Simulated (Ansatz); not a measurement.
# Cl on Pt(100): change of the work function, part 4 of 4

Wanted: Δφ(θ) for Cl/Pt(100), starting from the hollow site.

Ansatz 0.2.0; plane-wave DFT, PBE, Ansatz PAW.

So far, work function, upper face (eV): step 2 (the clean slab) 5.66; step 3 (37 atoms, coverage 0.111 ML, cell 3x3) 5.48; step 4 (17 atoms, coverage 0.25 ML, cell 2x2) 5.22.

### Step 5. The covered slab, k-mesh 6×6×1, coverage 0.5 ML (continued)

The steps of the relaxation:

```csv
step,energy less that of the first step (eV),largest force component (eV/Å)
1,0.0000,1.9510
2,-0.4916,0.9169
3,-0.7193,0.3313
4,-0.7521,0.1629
5,-0.7624,0.0194
```

The run keeps the 16 symmetry operations that the program found, so distortions that break them were not tested.

The atoms that moved most (Å):

```csv
atom,dx,dy,dz,length
Cl18,0.000,0.000,0.397,0.397
Cl17,0.000,0.000,0.397,0.397
Pt7,0.000,0.000,-0.051,0.051
Pt11,0.000,0.000,-0.051,0.051
Pt15,0.000,0.000,0.048,0.048
Pt3,0.000,0.000,0.048,0.048
Pt12,0.000,0.000,0.029,0.029
Pt16,0.000,0.000,0.029,0.029
```

The relaxed structure:

```xyz
18
Lattice="5.5437 0.0000 0.0000 0.0000 5.5437 0.0000 0.0000 0.0000 25.4108" Properties=species:S:1:pos:R:3
Pt    1.3859    1.3859    9.0000
Pt    0.0000    0.0000   10.9600
Pt    1.3859    1.3859   13.0126
Pt    0.0000    0.0000   14.9680
Pt    1.3859    4.1578    9.0000
Pt    0.0000    2.7719   10.9600
Pt    1.3859    4.1578   12.9140
Pt    0.0000    2.7719   14.9680
Pt    4.1578    1.3859    9.0000
Pt    2.7719    0.0000   10.9600
Pt    4.1578    1.3859   12.9140
Pt    2.7719    0.0000   14.9680
Pt    4.1578    4.1578    9.0000
Pt    2.7719    2.7719   10.9600
Pt    4.1578    4.1578   13.0126
Pt    2.7719    2.7719   14.9680
Cl    1.3859    1.3859   16.8082
Cl    4.1578    4.1578   16.8082
```

The density of states has structure finer than the step of the table below, so its rows give means over 0.25 eV. Peaks (eV: height): -3.760: 49.3, -3.340: 69.3, -3.250: 69.6, -3.160: 61.0, -2.260: 51.2, -0.180: 44.7, 0.150: 45.7.

The density of states by energy, zero at the Fermi level; means over each step:

```csv
energy (eV),density of states (states/eV a cell)
-7.75,1.75
-7.50,3.00
-7.25,3.61
-7.00,4.65
-6.75,11.3
-6.50,8.61
-6.25,15.8
-6.00,21.1
-5.75,23.6
-5.50,21.6
-5.25,20.2
-5.00,22.3
-4.75,21.3
-4.50,24.1
-4.25,23.4
-4.00,30.4
-3.75,27.3
-3.50,24.1
-3.25,43.5
-3.00,25.5
-2.75,18.8
-2.50,17.0
-2.25,36.3
-2.00,25.1
-1.75,24.5
-1.50,21.1
-1.25,27.5
-1.00,24.8
-0.75,27.7
-0.50,29.3
-0.25,30.3
0.00,32.6
0.25,21.5
0.50,8.83
0.75,6.93
1.00,5.15
1.25,6.02
1.50,2.95
1.75,5.85
```

The relaxation took 5 steps and lowered the energy by 0.76 eV; the largest force on the free atoms ends at 0.019 eV/Å.

The covered face has 5.55 eV, -0.10 eV against the clean one; the bare back face has moved by +0.02 eV, a measure of how thin the slab is.

### Step 6. Adsorbate added, k-mesh 12×12×1, coverage 1 ML

System of this step: Cl/Pt(100). The cell holds 5 atoms: 4 Pt and 1 Cl. Cell: a = 2.772 Å, b = 2.772 Å, c = 25.411 Å, α = 90.0°, β = 90.0°, γ = 90.0°. Vacuum lies along c.

Another coverage, to see how the dipoles act on each other as their distance changes.

The input, input.yaml:

```yaml
crystal:
  lattice:
    - [2.7718585823, 0.0, 0.0]
    - [0.0, 2.7718585823, 0.0]
    - [0.0, 0.0, 25.4108260328]
  atoms:
    - { symbol: Pt, position: [0.5, 0.5, 0.3541797495] }
    - { symbol: Pt, position: [0.0, 0.0, 0.4313122283] }
    - { symbol: Pt, position: [0.5, 0.5, 0.5102178985] }
    - { symbol: Pt, position: [0.0, 0.0, 0.5878791136] }
    - { symbol: Cl, position: [0.5, 0.5, 0.6458202505] }
kpoints:
  mp_grid: { grid: [12, 12, 1] }
hamiltonian:
  xc: pbe
scf:
  occupations: { method: fermi_dirac, width: 0.1 }
  convergence: { dr2_threshold: 1.0e-08 }
efield:
  axis: 3
  dipole_correction: true
  ramp_position: 0.97
  ramp_width: 0.06
relax:
  f_tol: 0.02
  max_steps: 60
  constraints: [{ sites: [0, 1] }]
output:
  write_potential: true
  write_density: true
  volumetric_format: npy
```

Command:

```console
$ ansatz run input.yaml --threads 4 --pin off --max-ram 16384MiB --backend cpu --events-out ev --progress --plain --runs-dir out
```

What it wrote:

```text
[...]
Crystal: 5 atoms, lattice volume = 195.236 Å³
Basis set: ecut = 420 eV, 3913 PW (Γ), exchange–correlation on 40×40×360 points (8 copies of the dense FFT grid, shifted against one another)
Bands: 48, of which v1, the nominal top of the filled ones, is band 40 counted from 1 (39 counted from 0)
Symmetry: 8 space group operations
[...]
--- Relaxed structure (6 steps of the walk, 6 accepted, 0 SCFs on fresh bases) ---
  F+E_penalty+E_count = -51169.75032507 eV   max|allowed force component| = 3.564e-3 eV/Å
  atoms:
    - { symbol: Pt, position: [0.5, 0.5, 0.3541797495] }
    - { symbol: Pt, position: [0.0, 0.0, 0.4313122283] }
    - { symbol: Pt, position: [0.5, 0.5, 0.510148] }
    - { symbol: Pt, position: [0, 0.0, 0.589057] }
    - { symbol: Cl, position: [0.5, 0.5, 0.671334] }
[key lines of the parts left out:]
SCF converged after 7 iterations
Free energy (F): -51169.750325 eV
Fermi energy:    4.290918 eV
Dipole field:    D = -0.013262 V/Å  (p = -0.014309 e·Å, saw-weighted, corrected)
Work function:   Φ+ = 6.0038 eV   Φ− = 5.6668 eV
```

Elapsed: 34 s, on 4 threads of Arm Neoverse V1, shared host; peak memory 0.59 GiB.

Relaxation path:

```csv
step,energy less that of the first step (eV),largest force component (eV/Å)
1,0.0000,3.5955
2,-0.5982,1.5022
3,-0.7798,0.4420
4,-0.8270,0.1303
5,-0.8307,0.0236
6,-0.8308,0.0036
```

Forces are held to the 8 operations that the program found; a distortion that breaks them can't arise in this run.

The atoms that moved most (Å):

```csv
atom,dx,dy,dz,length
Cl5,0.000,0.000,0.648,0.648
Pt4,0.000,0.000,0.030,0.030
```

The relaxed structure:

```xyz
5
Lattice="2.7719 0.0000 0.0000 0.0000 2.7719 0.0000 0.0000 0.0000 25.4108" Properties=species:S:1:pos:R:3
Pt    1.3859    1.3859    9.0000
Pt    0.0000    0.0000   10.9600
Pt    1.3859    1.3859   12.9633
Pt    0.0000    0.0000   14.9684
Cl    1.3859    1.3859   17.0592
```

The relaxation took 6 steps and lowered the energy by 0.83 eV; the largest force on the free atoms ends at 0.0036 eV/Å.

The covered face has 6.00 eV, +0.35 eV against the clean one; the bare back face has moved by +0.01 eV, a measure of how thin the slab is.

### Step 7. Work function against coverage

This step: plane-wave DFT, PBE, Ansatz PAW; work function against coverage (Ansatz 0.2.0).

The runs are now put side by side.

Numbers from this step:

```yaml
work_function_of_the_clean_face: 5.655 eV
largest_change_of_the_work_function: -0.4317 eV
```

Work function of the covered face against coverage:

```csv
coverage (adsorbates/nm²),work function of the covered face (eV)
0.00,5.66
1.45,5.48
3.25,5.22
6.51,5.55
13.02,6.00
```

The dipole per adsorbate comes from the change of the cell's dipole. Coverage, by row:

```csv
coverage (1/nm²),coverage (ML),work function (eV),change (eV),"dipole per adsorbate, positive end outwards (debye)",mean height of the added atoms over the highest substrate atom (Å)
1.446,0.1111,5.478,-0.177,0.351,1.631
3.254,0.25,5.224,-0.4317,0.364,1.674
6.508,0.5,5.552,-0.1032,0.052,1.84
13.02,1,6.004,0.3486,-0.068,2.091
```

### Step 8. Summary of results

| Quantity | Value |
| --- | --- |
| work function of the clean face | 5.66 eV |
| work function at 0.11 ML | 5.48 eV |
| work function at 0.25 ML | 5.22 eV |
| work function at 0.5 ML | 5.55 eV |
| work function at 1 ML | 6.00 eV |
| dipole per adsorbate at 0.11 ML, positive end outwards | 0.35 D |

What this shows: Cl lowers the work function of Pt(100) at the lowest coverage, by 0.18 eV: the adsorbate layer has its positive end outwards. The work function passes a minimum near 0.25 ML among the coverages run and rises again. The change reverses its sign between the lowest and the highest coverage, while the adsorbate's height goes from 1.6 to 2.1 Å. At the highest coverage the adsorbates are pressed to about 2.8 Å, closer than unbonded atoms of this kind usually come, so a real layer may not reach it. The slab has 4 layers, at the tabulated experimental lattice constant, one starting site was run, and quantum-size effects of a slab this thin can reach one or two tenths of an eV.

[Long decimals in the printed logs are rounded to 6 places.]

[Logs are printed without paths, hosts, clocks, repeated set-up lines and the standing remarks that a program may print on its own settings, such as how far it seeks lower states.]

[Hosts, paths, dates, database ids (printed as entryN), source tags and the programs' standing remarks are cut or masked in the printed files.]

[Maps of the electrostatic potential energy from Ansatz leave out the sawtooth potential of an applied field or a dipole correction, so their vacuum need not be flat; planar profiles and work functions include it.]
